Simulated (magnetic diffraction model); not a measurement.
# Yb3CuGeS7 below its ordering temperature

Space group P6_3 (no. 173), a = 9.8010 Å, c = 5.7830 Å.

```csv
site,atom,x,y,z
6c,Yb,0.3528,0.1279,0.2437
2b,Ge,2/3,1/3,0.8317
2a,Cu,0,0,0.1949
6c,S,0.4234,0.9023,0.4992
6c,S,0.7371,0.8976,0.2070
2b,S,1/3,2/3,0.9556
```

This is a made-up structure (elements placed in a structure type, unrelaxed), so the numbers test the method and describe no known phase.

Only Yb is taken to order (form factors of Yb3+); orders and moment sizes are assumed, and not adapted to the symmetry. Radiation: neutrons of λ = 2.41 Å, 5° to 45°; isotropic B of 0.34 Å² (Yb), 0.42 Å² (Ge), 0.49 Å² (Cu) and 0.4 Å² (S). The intensities are simulated: I ∝ L Σ (|F_N|² + |F_M⊥|²) for unpolarised neutrons, with F_M = 2.695 fm/μB × Σ f(s) S exp(2πi Q·r) exp(−B s²) at Q = H ± k (one set where k and −k are equivalent), only the part normal to Q counting and L = 1/(sin²θ cos θ). For collinear order S is the moment m, which repeats by lattice and centring translations R with the sign exp(−2πi k·R). Form factors are spin-only for 3d ions and dipole or tabulated for f ions, scattering lengths are Sears's of 1992, and absorption is left out. A label names one of the reflections at its angle. The strongest nuclear line in the range is 100, and lines under 0.2 are left out.

Above the ordering temperature:

```tsv
2θ (°)	index	I
16.32	(1 0 0)	12.6
28.47	(1 1 0)	1.2
29.21	(1 0 1)	9.9
32.99	(2 0 0)	12.3
37.60	(1 1 1)	24.2
41.24	(2 0 1)	100.0
44.12	(2 1 0)	22.5
```

Below it (cell unchanged):

```csv
2θ (°),I
14.48,43.7
16.32,12.6
18.55,2.9
24.80,22.0
27.43,6.6
28.47,1.2
29.21,9.9
32.08,7.5
32.99,12.3
37.39,5.8
37.60,24.2
38.11,9.7
39.25,4.1
39.94,9.7
41.24,100.0
42.77,10.2
43.42,7.8
44.12,22.5
44.45,2.1
```

**Question.** Check that the new lines index with k = (0 1/2 1/2), then choose among these models:
A. collinear moments along [101], 3.7 μB on Yb; signs + at (0.3528, 0.1279, 0.2437), − at (0.2249, 0.3528, 0.7437), − at (0.8721, 0.2249, 0.2437), + at (0.1279, 0.7751, 0.7437), + at (0.6472, 0.8721, 0.7437), − at (0.7751, 0.6472, 0.2437)
B. collinear moments along [101], 3.7 μB on Yb; signs + at (0.3528, 0.1279, 0.2437), + at (0.2249, 0.3528, 0.7437), − at (0.8721, 0.2249, 0.2437), + at (0.1279, 0.7751, 0.7437), + at (0.6472, 0.8721, 0.7437), − at (0.7751, 0.6472, 0.2437)
C. collinear moments along [100], 3.7 μB on Yb; signs + at (0.3528, 0.1279, 0.2437), − at (0.2249, 0.3528, 0.7437), − at (0.8721, 0.2249, 0.2437), + at (0.1279, 0.7751, 0.7437), + at (0.6472, 0.8721, 0.7437), − at (0.7751, 0.6472, 0.2437)
D. collinear moments along [100], 3.7 μB on Yb; signs + at (0.3528, 0.1279, 0.2437), + at (0.2249, 0.3528, 0.7437), − at (0.8721, 0.2249, 0.2437), + at (0.1279, 0.7751, 0.7437), + at (0.6472, 0.8721, 0.7437), − at (0.7751, 0.6472, 0.2437)

The new lines index as (0 1/2 1/2) at 14.48°, (1 -1/2 1/2) at 18.55°, (1 1/2 1/2) at 24.80° and (0 3/2 1/2) at 27.43°, that is as H ± k with k = (0 1/2 1/2), one of 3 inequivalent arms of its star (k and −k counted as one), which a powder can't tell apart. Half indices mean that the moments reverse under translations with k·R a half-integer, and the magnetic cell has twice the primitive volume.

Magnetic intensity, observed (below minus above) and for each model:

| 2θ (°) | index | observed | A | B | C | D |
| --- | --- | --- | --- | --- | --- | --- |
| 14.48 | (0 1/2 1/2) | 43.7 | 39.2 | 43.7 | 47.5 | 53.1 |
| 18.55 | (1 -1/2 1/2) | 2.9 | 12.6 | 2.9 | 7.6 | 8.8 |
| 24.80 | (1 1/2 1/2) | 22.0 | 29.8 | 22.0 | 27.9 | 25.1 |
| 27.43 | (0 3/2 1/2) | 6.6 | 10.5 | 6.6 | 11.0 | 7.0 |
| 32.08 | (2 -1/2 1/2) | 7.5 | 9.0 | 7.5 | 3.7 | 3.3 |
| 37.39 | (0 1/2 3/2) | 5.8 | 5.2 | 5.8 | 6.9 | 7.7 |
| 38.11 | (1 3/2 1/2) | 9.7 | 7.0 | 9.7 | 7.3 | 9.5 |
| 39.94 | (2 1/2 1/2) | 9.7 | 6.1 | 9.7 | 5.9 | 7.5 |

Model B matches.

The structure used: k = (0 1/2 1/2), collinear moments along [101], 3.7 μB on Yb; signs + at (0.3528, 0.1279, 0.2437), + at (0.2249, 0.3528, 0.7437), − at (0.8721, 0.2249, 0.2437), + at (0.1279, 0.7751, 0.7437), + at (0.6472, 0.8721, 0.7437), − at (0.7751, 0.6472, 0.2437).

[Logs are printed without paths, hosts, clocks, repeated set-up lines and the standing remarks that a program may print on its own settings, such as how far it seeks lower states.]
